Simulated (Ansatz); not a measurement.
# Relaxing bare Ca-Sr alloy nanowire along [110] (30 atoms)

Aim: bring bare Ca-Sr alloy nanowire along [110] (30 atoms) to a nearby minimum of the energy and see what moves.

Method: Kohn-Sham DFT, PBE, PAW (set soft_2), plane waves, in Ansatz 0.2.0.

### 1. The structure

The cell holds 30 atoms: 20 Ca and 10 Sr. Cell: a = 20.176 Å, b = 24.805 Å, c = 7.903 Å, α = 90.0°, β = 90.0°, γ = 90.0°. It derives from Ca (fcc) and Sr. Diamond section of size parameter 9.53 Å cut from fcc Ca (a = 5.588 Å) along [110], 2 periods, 9 Å of vacuum, 10 atoms Sr at random; not relaxed, displaced by a Gaussian of 0.02 Å. Vacuum lies along a and b. The structure repeats along c.

Before any run, some limits are plain. The host structure and its lattice constant were typed by rule, without a check against the phase diagram.

### 2. Single point at the start

A single point comes first, to see the forces before anything moves.

File input.yaml:

```yaml
crystal:
  lattice:
    - [20.176, 0.0, 0.0]
    - [0.0, 24.80525, 0.0]
    - [0.0, 0.0, 7.90263]
  atoms:
    - { symbol: Ca, position: [0.36086, 0.26087, 0.24475] }
    - { symbol: Sr, position: [0.36123, 0.26083, 0.75089] }
    - { symbol: Ca, position: [0.36304, 0.42074, 0.24944] }
    - { symbol: Sr, position: [0.36226, 0.42023, 0.74817] }
    [... 20 atom lines left out ...]
    - { symbol: Sr, position: [0.49962, 0.65949, 0.49995] }
    - { symbol: Ca, position: [0.63861, 0.73901, 0.74679] }
    - { symbol: Ca, position: [0.50162, 0.82094, 0.001] }
    - { symbol: Ca, position: [0.499, 0.81836, 0.49971] }
    - { symbol: Ca, position: [0.77625, 0.5008, 0.99794] }
    - { symbol: Ca, position: [0.77709, 0.49901, 0.49776] }
kpoints:
  mp_grid: { grid: [1, 1, 3] }
hamiltonian:
  xc: pbe
scf:
  occupations: { method: methfessel_paxton, width: 0.15 }
output:
  forces: true
```

The run is started by

```sh
> ansatz run input.yaml --threads 4 --pin off --max-ram 8192MiB --backend cpu --events-out ev --progress --plain --runs-dir out
```

Wall time 36 s (4 threads of Intel Xeon Platinum 8488C (Sapphire Rapids), shared host); peak memory 5.4 GiB.

Numbers from this run:

* free energy: -71766.4559 eV
* free energy per atom: -2392.2152 eV/atom
* SCF cycles: 11
* r.m.s. force component: 0.1095 eV/Å
* longest force: 0.37 eV/Å
* Fermi energy: 0.1761 eV

The r.m.s. force component of 0.11 eV/Å sets the starting point.

Neighbours are counted within 4.40 Å (Ca-Ca), 4.45 Å (Ca-Sr), 4.40 Å (Sr-Sr).

Length of the force by element and coordination:

| element | coordination | atoms | mean length of the force (eV/Å) | spread | least | most |
| --- | --- | --- | --- | --- | --- | --- |
| Ca | all | 20 | 0.137 | 0.0502 | 0.0435 | 0.243 |
| Ca | 6 | 3 | 0.155 | 0.0129 | 0.139 | 0.170 |
| Ca | 7 | 7 | 0.167 | 0.0355 | 0.125 | 0.243 |
| Ca | 10 | 6 | 0.0884 | 0.0366 | 0.0435 | 0.144 |
| Ca | 12 | 4 | 0.143 | 0.0543 | 0.0647 | 0.217 |
| Sr | all | 10 | 0.248 | 0.0658 | 0.153 | 0.37 |
| Sr | 6 | 1 | 0.37 | 0 | 0.37 | 0.37 |
| Sr | 7 | 5 | 0.258 | 0.0508 | 0.201 | 0.344 |
| Sr | 10 | 2 | 0.171 | 0.0176 | 0.153 | 0.188 |
| Sr | 12 | 2 | 0.238 | 0.0331 | 0.205 | 0.271 |

### 3. Relaxation

The atoms are relaxed in the fixed cell, aiming at the force tolerance of the input.

input.yaml: that of step 2 with these lines changed.

```diff
@@ -15 +15,4 @@
   forces: true
+relax:
+  f_tol: 0.05
+  max_steps: 54
```

It took 3.5 min on 4 threads; peak memory 5.5 GiB; 14 min of CPU time.

Step by step:

| step | energy less that of the first step (eV) | largest force component (eV/Å) |
| --- | --- | --- |
| 1 | 0.0000 | 0.3312 |
| 2 | -0.2173 | 0.1827 |
| 3 | -0.3174 | 0.0718 |
| 4 | -0.3330 | 0.0216 |
| 5 | -0.3370 | 0.0131 |
| 6 | -0.3444 | 0.0138 |
| 7 | -0.3575 | 0.0255 |

The atoms that moved most (Å):

| atom | dx | dy | dz | length |
| --- | --- | --- | --- | --- |
| Sr12 | 0.484 | 0.396 | -0.015 | 0.625 |
| Sr7 | -0.438 | -0.167 | 0.072 | 0.474 |
| Ca27 | 0.228 | -0.303 | -0.258 | 0.458 |
| Ca28 | 0.284 | -0.175 | -0.273 | 0.431 |
| Ca29 | -0.160 | -0.359 | 0.129 | 0.414 |
| Sr8 | -0.324 | 0.227 | 0.119 | 0.413 |
| Sr10 | -0.069 | 0.306 | -0.212 | 0.379 |
| Ca14 | 0.141 | 0.331 | -0.022 | 0.361 |

Final coordinates:

```xyz
30
Lattice="20.1760 0.0000 0.0000 0.0000 24.8053 0.0000 0.0000 0.0000 7.9026" Properties=species:S:1:pos:R:3
Ca    7.4234    6.6394    1.9659
Sr    7.2448    6.4122    5.9133
Ca    7.2337   10.4589    2.0948
Sr    7.1746   10.4229    6.0266
Ca    4.3798   12.2513    8.0510
Ca    7.0626   14.3660    2.1106
Sr    4.0636   12.2196    4.0468
Sr    6.9591   14.5721    6.0666
Ca    7.4524   18.2738    1.7176
Sr    7.2230   18.6650    5.6906
Sr   10.3759    4.5959   -0.0081
Sr   13.3327    6.9088    1.9543
Sr   10.3767    4.6160    3.9190
Ca   13.0063    6.8291    5.9036
Ca   10.1086    8.4918    0.0546
Ca   12.6481   10.6427    2.1157
Ca   10.0912    8.5298    3.9822
Ca   12.6933   10.5130    6.0301
Sr    9.9605   12.5356    0.1404
Ca   12.9806   14.3471    2.0769
Ca    9.9732   12.4627    4.0741
Ca   12.9278   14.2524    6.0236
Ca   10.1403   16.3658    7.8152
Ca   12.9792   18.1418    1.7389
Sr   10.0868   16.3400    3.8702
Ca   13.0208   18.0796    5.7140
Ca   10.3485   20.0607   -0.2497
Ca   10.3521   20.1250    3.6761
Ca   15.5018   12.0630    8.0155
Ca   15.5313   12.0891    4.0590
```

The relaxation changed the energy by -11.9 meV/atom, and atoms moved by 0.30 Å r.m.s., 0.62 Å at most.

### 4. Local order after relaxation

Bonds before and after, by the cutoffs listed below:

| pair | bonds before | bonds after | mean before (Å) | mean after (Å) | spread before (Å) | spread after (Å) |
| --- | --- | --- | --- | --- | --- | --- |
| Ca-Ca | 60 | 60 | 3.951 | 3.896 | 0.025 | 0.101 |
| Ca-Sr | 55 | 55 | 3.953 | 3.987 | 0.026 | 0.092 |
| Sr-Sr | 15 | 15 | 3.950 | 4.116 | 0.033 | 0.092 |

Normalised to the volume that the atoms fill. Pair distribution functions g(r), in bins of 0.1 Å:

| r (Å) | total | Ca-Ca | Ca-Sr | Sr-Sr |
| --- | --- | --- | --- | --- |
| 3.55 | 0.00 | 0.00 | 0.00 | 0.00 |
| 3.65 | 0.24 | 0.55 | 0.00 | 0.00 |
| 3.75 | 2.80 | 5.25 | 1.04 | 0.00 |
| 3.85 | 4.02 | 7.04 | 2.00 | 0.00 |
| 3.95 | 13.30 | 14.80 | 14.20 | 3.81 |
| 4.05 | 3.44 | 0.91 | 5.91 | 3.67 |
| 4.15 | 2.50 | 0.44 | 2.15 | 12.20 |
| 4.25 | 1.10 | 0.41 | 0.41 | 6.65 |
| 4.35 | 0.00 | 0.00 | 0.00 | 0.00 |
| 4.45 | 0.00 | 0.00 | 0.00 | 0.00 |
| 4.55 | 0.00 | 0.00 | 0.00 | 0.00 |
| 4.65 | 0.00 | 0.00 | 0.00 | 0.00 |
| 4.75 | 0.00 | 0.00 | 0.00 | 0.00 |
| 4.85 | 0.00 | 0.00 | 0.00 | 0.00 |
| 4.95 | 0.00 | 0.00 | 0.00 | 0.00 |
| 5.05 | 0.00 | 0.00 | 0.00 | 0.00 |
| 5.15 | 0.12 | 0.00 | 0.28 | 0.00 |
| 5.25 | 0.24 | 0.27 | 0.27 | 0.00 |
| 5.35 | 0.92 | 1.30 | 0.52 | 1.05 |
| 5.45 | 0.44 | 0.50 | 0.49 | 0.00 |
| 5.55 | 1.71 | 1.45 | 2.39 | 0.00 |
| 5.65 | 0.83 | 0.70 | 0.93 | 0.94 |
| 5.75 | 0.70 | 0.45 | 1.13 | 0.00 |
| 5.85 | 0.19 | 0.00 | 0.43 | 0.00 |
| 5.95 | 0.37 | 0.21 | 0.63 | 0.00 |
| 6.05 | 0.18 | 0.00 | 0.41 | 0.00 |
| 6.15 | 0.17 | 0.39 | 0.00 | 0.00 |
| 6.25 | 0.00 | 0.00 | 0.00 | 0.00 |
| 6.35 | 0.00 | 0.00 | 0.00 | 0.00 |
| 6.45 | 0.24 | 0.18 | 0.35 | 0.00 |
| 6.55 | 0.46 | 0.86 | 0.17 | 0.00 |
| 6.65 | 0.90 | 1.01 | 1.01 | 0.00 |
| 6.75 | 2.54 | 3.92 | 1.63 | 0.66 |
| 6.85 | 4.37 | 5.55 | 3.80 | 1.90 |
| 6.95 | 2.26 | 1.54 | 2.31 | 4.94 |
| 7.05 | 1.13 | 0.75 | 1.20 | 2.40 |
| 7.15 | 0.52 | 0.00 | 0.73 | 1.75 |
| 7.25 | 0.31 | 0.00 | 0.28 | 1.68 |
| 7.35 | 0.12 | 0.00 | 0.14 | 0.55 |
| 7.45 | 0.18 | 0.14 | 0.27 | 0.00 |
| 7.55 | 0.35 | 0.65 | 0.13 | 0.00 |
| 7.65 | 0.23 | 0.51 | 0.00 | 0.00 |
| 7.75 | 0.11 | 0.25 | 0.00 | 0.00 |
| 7.85 | 0.70 | 0.96 | 0.60 | 0.00 |

Neighbours by pair of elements; one cutoff, the widest of the pairs' first minima of g(r), serves all pairs of this metal:

| pair A-B | cutoff (Å) | bonds | mean length (Å) | spread (Å) | shortest (Å) | B about A | A about B |
| --- | --- | --- | --- | --- | --- | --- | --- |
| Ca-Ca | 4.63 | 60 | 3.90 | 0.101 | 3.70 | 6 | 6 |
| Ca-Sr | 4.63 | 55 | 3.99 | 0.092 | 3.80 | 2.75 | 5.5 |
| Sr-Sr | 4.63 | 15 | 4.12 | 0.092 | 3.93 | 3 | 3 |

How many atoms have how many bonded neighbours:

| element | mean | 6 | 7 | 10 | 12 |
| --- | --- | --- | --- | --- | --- |
| Ca | 8.75 | 3 | 7 | 6 | 4 |
| Sr | 8.5 | 1 | 5 | 2 | 2 |

Bond length by coordination (bonds to H left out):

| element | coordination | atoms | mean bond length (Å) |
| --- | --- | --- | --- |
| Ca | 6 | 3 | 3.90 |
| Ca | 7 | 7 | 3.91 |
| Ca | 10 | 6 | 3.92 |
| Ca | 12 | 4 | 3.96 |
| Sr | 6 | 1 | 4.09 |
| Sr | 7 | 5 | 4.05 |
| Sr | 10 | 2 | 4.06 |
| Sr | 12 | 2 | 3.98 |

By these cutoffs 35 % of Ca atoms have 7 and 50 % of Sr atoms have 7 bonded neighbours.

### 5. Single point at the relaxed geometry

One more single point at the end of the walk gives the fuller output and checks the residual forces.

File input.yaml:

```yaml
crystal:
  lattice:
    - [20.176, 0.0, 0.0]
    - [0.0, 24.80525, 0.0]
    - [0.0, 0.0, 7.90263]
  atoms:
    - { symbol: Ca, position: [0.36793, 0.26766, 0.24877] }
    - { symbol: Sr, position: [0.35908, 0.2585, 0.74827] }
    - { symbol: Ca, position: [0.35853, 0.42164, 0.26507] }
    - { symbol: Sr, position: [0.3556, 0.42019, 0.76261] }
    [... 20 atom lines left out ...]
    - { symbol: Sr, position: [0.49994, 0.65873, 0.48973] }
    - { symbol: Ca, position: [0.64536, 0.72886, 0.72305] }
    - { symbol: Ca, position: [0.51291, 0.80873, 0.9684] }
    - { symbol: Ca, position: [0.51309, 0.81132, 0.46517] }
    - { symbol: Ca, position: [0.76833, 0.48631, 0.01428] }
    - { symbol: Ca, position: [0.76979, 0.48736, 0.51363] }
kpoints:
  mp_grid: { grid: [1, 1, 3] }
hamiltonian:
  xc: pbe
scf:
  occupations: { method: methfessel_paxton, width: 0.15 }
output:
  forces: true
  populations: true
  dos:
    method: { smearing: { sigma: 0.1 } }
    de: 0.1
    projected: { site_lists: { Ca: [Ca], Sr: [Sr] } }
  eigenvalues: true
  write_density: true
  write_potential: true
  volumetric_format: npy
  elf: true
```

It took 72 s on 4 threads; peak memory 5.6 GiB; 4.6 min of CPU time.

The program notes that the exchange-correlation potential is rough where the density is thin.

Read from the output:

* free energy: -71766.8133 eV
* free energy per atom: -2392.2271 eV/atom
* SCF cycles: 11
* r.m.s. force component: 0.01016 eV/Å
* longest force: 0.03409 eV/Å
* Fermi energy: 0.2093 eV
* levels partly filled by over 2 per cent: 13
* spilling of the projection: 0.0466

Density of states as counts of states in windows of 1 eV (from the Fermi level), total and the larger projections:

| from (eV) | to (eV) | total | Ca s | Sr s |
| --- | --- | --- | --- | --- |
| -18 | -17 | 0.1 | 0.0 | 0.0 |
| -17 | -4 | 0.0 | 0.0 | 0.0 |
| -4 | -3 | 3.7 | 2.6 | 1.0 |
| -3 | -2 | 10.6 | 7.1 | 3.1 |
| -2 | -1 | 19.8 | 11.6 | 5.8 |
| -1 | 0 | 28.2 | 9.5 | 5.4 |

Between -26 and -18 eV lie 180 more states.

The stored curve holds about 242 of the 300 electrons; the rest, give or take the few that broadening carries across the Fermi level, lie in deeper levels below its range.

The levels nearest the highest filled one (over half full), pooled over k-points and spins:

| level less the highest filled one (eV) | occupation |
| --- | --- |
| -0.0619 | 1.65 |
| -0.0459 | 1.50 |
| -0.0214 | 1.25 |
| -0.0186 | 1.22 |
| -0.0061 | 1.08 |
| 0 | 1.01 |
| 0.0178 | 0.812 |
| 0.0517 | 0.463 |
| 0.0641 | 0.353 |
| 0.0796 | 0.234 |
| 0.0876 | 0.181 |
| 0.111 | 0.058 |

### 6. Results

| Property | Result |
| --- | --- |
| energy change in the relaxation | -11.92 meV/atom |
| r.m.s. displacement | 0.305 Å |
| largest displacement | 0.625 Å |
| free energy per atom | -2392.2271 eV/atom |
| r.m.s. force component | 0.01016 eV/Å |
| wall time of the 3 DFT runs | 5.3 min |

In words: Relaxation lowers the energy by 11.9 meV/atom and moves atoms by 0.30 Å r.m.s.; the r.m.s. force component goes from 0.11 to 0.010 eV/Å. By the final cutoffs no bond was broken or made. The energy was still falling by growing amounts at the end, so a soft direction may be left unrelaxed. First to last step the energy falls by 0.357 eV; the largest move, 0.63 Å, is that of Sr12. The Sr-Sr bonds change most in mean length: from 3.950 Å (spread 0.033) to 4.116 Å (spread 0.092). Counting bonds as in the table, 35 % of Ca atoms have 7 and 50 % of Sr atoms have 7 bonded neighbours. 13 levels are partly filled, by over 2 % (on the run's k-points), as in a metal.

[Logs are printed without paths, hosts, clocks, repeated set-up lines and the standing remarks that a program may print on its own settings, such as how far it seeks lower states.]

[Hosts, paths, dates, database ids (printed as entryN), source tags and the programs' standing remarks are cut or masked in the printed files.]
